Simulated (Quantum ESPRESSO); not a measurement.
# Optical response of AlN, part 3 of 3

Aim: the dielectric function of AlN, and the optical constants that follow from it. The cell comes from an older database entry, whose edges can differ from later determinations, mostly by under a per cent.

Quantum ESPRESSO 7.5; DFT, PBE, plane waves with norm-conserving potentials (PseudoDojo), scalar-relativistic, independent-particle optical response without local fields and without the non-local commutator.

So far. Step 2 (Ground state): There is a gap, 4.22 eV on this mesh (points off the mesh can give less), so no carriers' term is needed.

The database entry behind the starting cell differs from later determinations by our own check (inner coordinate u about 0.002 short), so it need not match the best structure at ambient conditions.

## Step 5: Dielectric function

With the density converged, the vertical transitions are summed over the zone.

This step: DFT, PBE, plane waves with norm-conserving potentials (PseudoDojo), scalar-relativistic, independent-particle optical response without local fields and without the non-local commutator (Quantum ESPRESSO 7.5).

epsilon.in

```
&inputpp
  prefix = 'x'
  outdir = './tmp'
  calculation = 'eps'
/
&energy_grid
  smeartype = 'gauss'
  intersmear = 0.4
  wmin = 0.0
  wmax = 22
  nw = 500
/
```

Run with:

```console
> mpirun -n 4 epsilon.x -nk 4 -in epsilon.in
```

Log:

```text
[banner, memory and clock lines left out]

     Broadcasting variables...

     IMPORTANT: XC functional enforced from input :
     Exchange-correlation= PBE
                           (   1   4   3   4   0   0   0)
     Any further DFT definition will be discarded

     G-vector sticks info

     Fermi energy [eV] is:  7.10599
     The system is a dielectric...
     metallic system: redefining wmin =     0.000000

     Performing eps calculation...

     xx,yy,zz plasmon frequences [eV] are:    20.080595972   20.080595972   20.124781057
```

Run time: 1.7 s. Hardware: 4 MPI ranks of Arm Neoverse V2, shared host; peak memory 0.05 GiB.

This step gave:

```
electronic dielectric constant ε∞, mean over x, y and z (by symmetry where fewer were run) : 5.540
main peak of Im epsilon, first axis                                                        : 7.951 eV
```

Some rows of epsi_x.dat:

```text
# energy grid [eV]     epsi_x  epsi_y  epsi_z
#
    0.176352705    0.004696004    0.004696004    0.005369759
    1.234468938    0.034912520    0.034912520    0.040137110
    2.292585170    0.076600421    0.076600421    0.089514520
    3.350701403    0.158234002    0.158234002    0.193799139
    4.408817635    0.663548720    0.663548720    0.856299323
    5.466933868    1.813933583    1.813933583    2.535730287
    6.525050100    6.791557317    6.791557317   10.654203319
    7.583166333   10.257040573   10.257040573    9.860271015
    8.641282565    8.560826258    8.560826258    5.604087333
    9.699398798    5.343227436    5.343227436    7.958539496
   10.757515030    6.261161569    6.261161569    5.897673965
   11.815631263    5.804818377    5.804818377    6.722278785
   12.873747495    5.138361328    5.138361328    4.754451397
   13.931863727    3.298372327    3.298372327    2.923640444
   14.989979960    2.032132548    2.032132548    2.077442603
   16.048096192    1.188795335    1.188795335    1.290501377
   17.106212425    0.944960231    0.944960231    1.021292658
   18.164328657    0.542154126    0.542154126    0.482847394
   19.222444890    0.446050678    0.446050678    0.468487718
   20.280561122    0.354977866    0.354977866    0.389550806
   21.338677355    0.322592019    0.322592019    0.395377090
```

Values under the direct gap are tails of Lorentzian lines. The Im ε by photon energy; read off at these points:

```
photon energy (eV)  E ∥ x or y   E ∥ z
              0.00           0       0
              0.50      0.0134  0.0154
              1.00      0.0277  0.0318
              1.50      0.0437  0.0504
              2.00      0.0630  0.0732
              2.50      0.0878   0.103
              3.00       0.123   0.147
              3.50       0.179   0.222
              4.00       0.304   0.440
              4.50       0.730    1.06
              5.00        1.56    1.70
              5.50        1.90    2.62
              6.00        3.88    4.94
              6.50        6.58    10.5
              6.75        7.75    11.9
              7.00        8.79    11.3
              7.50       10.00    10.1
              7.94        11.1    7.79
              8.00        11.0    7.34
              8.50        8.59    5.00
              9.00        6.70    5.07
              9.50        5.69    7.21
              9.70        5.34    7.96
             10.00        5.54    6.99
             10.50        5.83    6.01
             10.80        6.27    5.70
             11.00        5.85    4.74
             11.50        5.21    5.23
             12.00        5.64    6.13
             12.50        5.69    5.07
             13.00        4.96    4.55
             13.50        3.85    3.13
             14.00        3.17    2.87
             14.50        2.41    2.30
             15.00        2.01    2.06
             15.50        1.51    1.63
             16.00        1.25    1.34
             16.50        1.12    1.13
             17.00       0.978    1.03
             17.50       0.742   0.808
             18.00       0.575   0.556
             18.50       0.524   0.495
             19.00       0.475   0.534
             19.50       0.464   0.463
             20.00       0.375   0.437
             20.50       0.345   0.398
             21.00       0.330   0.417
             21.50       0.303   0.374
             22.00       0.297   0.374
```

Table of Re ε by photon energy:

```
photon energy (eV)  E ∥ x or y    E ∥ z
                 0        5.46     5.70
                 1        5.53     5.78
                 2        5.75     6.03
                 3        6.19     6.56
                 4        7.11     7.69
                 5        8.36     9.14
                 6        9.67     11.8
                 7        8.80     4.78
                 8        2.44   -0.429
                 9      -0.222     2.01
                10        1.09  -0.0856
                11      -0.417   -0.749
                12      -0.585    -1.41
                13       -2.34    -2.67
                14       -2.64    -2.23
                15       -2.36    -2.08
                16       -1.82    -1.75
                17       -1.35    -1.27
                18       -1.00    -1.03
                19      -0.657   -0.633
                20      -0.470   -0.424
                21      -0.260   -0.256
                22      -0.124   -0.134
```

Table of reflectivity at normal incidence by photon energy; read off at these points:

```
photon energy (eV)  E ∥ x or y (%)  E ∥ z (%)
              0.00            16.0       16.8
              0.50            16.1       16.8
              1.00            16.3       17.0
              1.50            16.5       17.3
              2.00            16.9       17.8
              2.50            17.5       18.4
              3.00            18.2       19.2
              3.50            19.2       20.4
              4.00            20.7       22.1
              4.50            22.5       24.3
              5.00            24.1       25.8
              5.50            25.9       28.2
              6.00            28.6       32.6
              6.50            32.8       37.8
              7.00            34.7       38.8
              7.50            36.1       39.2
              7.76            37.8       39.6
              8.00            40.3       38.4
              8.07            40.5       37.4
              8.50            36.8       24.9
              9.00            36.3       25.1
              9.50            32.0       31.4
             10.00            28.8       36.5
             10.50            30.5       33.9
             11.00            35.1       34.2
             11.50            31.1       27.9
             12.00            35.3       40.0
             12.50            39.1       40.8
             13.00            44.3       46.7
             13.50            45.5       47.6
             14.00            49.7       46.9
             14.50            50.2       45.9
             15.00            54.2       50.1
             15.50            54.9       50.4
             16.00            57.0       54.2
             16.50            52.1       51.0
             17.00            54.1       51.1
             17.50            58.6       57.0
             17.86            59.6       60.2
             18.00            59.2       60.8
             18.21            58.3       62.0
             18.50            55.7       53.1
             19.00            53.1       49.1
             19.50            47.6       46.5
             19.93            51.8       45.0
             20.00            51.5       45.1
             20.50            47.0       40.6
             21.00            43.0       37.1
             21.50            40.5       37.3
             22.00            35.5       31.6
```

Refractive index n and extinction k against photon energy:

```
photon energy (eV)  n, E ∥ x or y  k, E ∥ x or y  n, E ∥ z  k, E ∥ z
                 0           2.34              0      2.39         0
                 1           2.35        0.00589      2.40   0.00661
                 2           2.40         0.0131      2.46    0.0149
                 3           2.49         0.0246      2.56    0.0286
                 4           2.67         0.0570      2.77    0.0794
                 5           2.90          0.268      3.04     0.280
                 6           3.17          0.613      3.51     0.704
                 7           3.26           1.35      2.92      1.93
                 8           2.62           2.11      1.86      1.97
                 9           1.80           1.86      1.93      1.31
                10           1.83           1.51      1.86      1.88
                11           1.65           1.77      1.42      1.67
                12           1.59           1.77      1.56      1.96
                13           1.25           1.98      1.14      1.99
                14          0.862           1.84     0.837      1.71
                15          0.609           1.65     0.652      1.58
                16          0.439           1.42     0.475      1.40
                17          0.397           1.23     0.426      1.20
                18          0.276           1.04     0.265      1.05
                19          0.277          0.857     0.312     0.855
                20          0.256          0.732     0.304     0.719
                21          0.283          0.583     0.342     0.611
                22          0.315          0.472     0.363     0.515
```

Values under the direct gap are tails of Lorentzian lines. Table of loss function −Im 1/ε at q → 0 by energy loss; read off at these points:

```
energy loss (eV)  E ∥ x or y    E ∥ z
             0.0           0        0
             0.5      4.5e-4   4.7e-4
             1.0      9.1e-4   9.5e-4
             1.5     0.00139  0.00146
             2.0     0.00191  0.00201
             2.5     0.00249  0.00264
             3.0     0.00319  0.00341
             3.5     0.00415  0.00453
             4.0     0.00600  0.00742
             4.5      0.0118   0.0143
             5.0      0.0215   0.0197
             5.5      0.0220   0.0240
             6.0      0.0358   0.0301
             6.5      0.0435   0.0509
             7.0      0.0568   0.0752
             7.5      0.0734   0.0954
             8.0      0.0863    0.136
             8.5       0.114    0.173
             9.0       0.149    0.170
             9.5       0.175    0.124
            10.0       0.174    0.143
            10.5       0.168    0.166
            11.0       0.170    0.206
            11.5       0.192    0.184
            12.0       0.176    0.155
            12.5       0.166    0.176
            13.0       0.165    0.163
            13.5       0.187    0.201
            14.0       0.186    0.217
            14.5       0.217    0.260
            15.0       0.209    0.241
            15.5       0.245    0.280
            16.0       0.255    0.276
            16.5       0.344    0.359
            17.0       0.350    0.386
            17.5       0.353    0.358
            18.0       0.430    0.405
            18.5       0.568    0.693
            19.0       0.723    0.778
            19.5       0.976     1.03
            20.0        1.04     1.18
            20.5        1.46     1.62
            21.0        1.87     1.74
            21.5        2.34     1.99
            22.0        2.86     2.37
```

From ε follow the optical constants at some laser and lamp lines:

```
wavelength (nm)  n xy   k xy  R (%) xy  1/α xy   n z    k z  R (%) z   1/α z
           1550  2.35  0.005      16.2   27 µm  2.40  0.005     16.9   24 µm
           1064  2.36  0.007      16.3   12 µm  2.41  0.008     17.1   11 µm
            450  2.46  0.021      17.8  1.7 µm  2.53  0.024     18.8  1.5 µm
            405  2.50  0.026      18.3  1.3 µm  2.57  0.030     19.3  1.1 µm
            308  2.67  0.059      20.8  415 nm  2.78  0.084     22.2  293 nm
            248  2.90  0.268      24.1   74 nm  3.04  0.280     25.8   70 nm
            193  3.37  0.872      32.1   18 nm  3.55  1.425     37.5   11 nm
```

Below the direct gap, k and the depth come from the tails of the Lorentzian lines, not from transitions.

Rows near the edge hang on the gap, which this functional as a rule makes too small, and phonon-assisted absorption is left out.

At 1064 nm the birefringence n(z) − n(x) is +0.054: the crystal is uniaxial positive at this level.

## Step 6: Results

```
electronic dielectric constant ε∞, mean over x, y and z (by symmetry where fewer were run) (independent particles) : 5.54
main peak of Im epsilon, first axis                                                                                : 7.95 eV
```

At this level (PBE, independent particles) AlN has a mean ε∞ = 5.54 and n = 2.35 at 1550 nm (E ∥ x), and Im ε peaks at 8.0 eV (E ∥ x). Distinct maxima of Im ε, read by a parabola through the highest points, lie at 7.95 eV (11), 10.80 eV (6.3) and 11.83 eV (5.8) for E ∥ x or y. The static values by axis are 5.46 (xy), 5.70 (z). At 1064 nm the birefringence n(z) − n(x) is +0.054: the crystal is uniaxial positive at this level. Excitons and phonon-assisted transitions are missing, and so are local fields; PBE gaps are as a rule too small, which pulls the onset down and ε∞ up. epsilon.x leaves out the commutator of the non-local potential, so its intensities are off, as a rule too high. The sum runs over mesh points, so small or evenly spaced maxima can still be ripples of the mesh.

[Machine, clock, banner and «Message from routine» lines are left out of the logs.]

[Logs are printed without paths, hosts, clocks, repeated set-up lines and the standing remarks that a program may print on its own settings, such as how far it seeks lower states.]

[Hosts, paths, dates, database ids (printed as entryN), source tags and the programs' standing remarks are cut or masked in the printed files.]
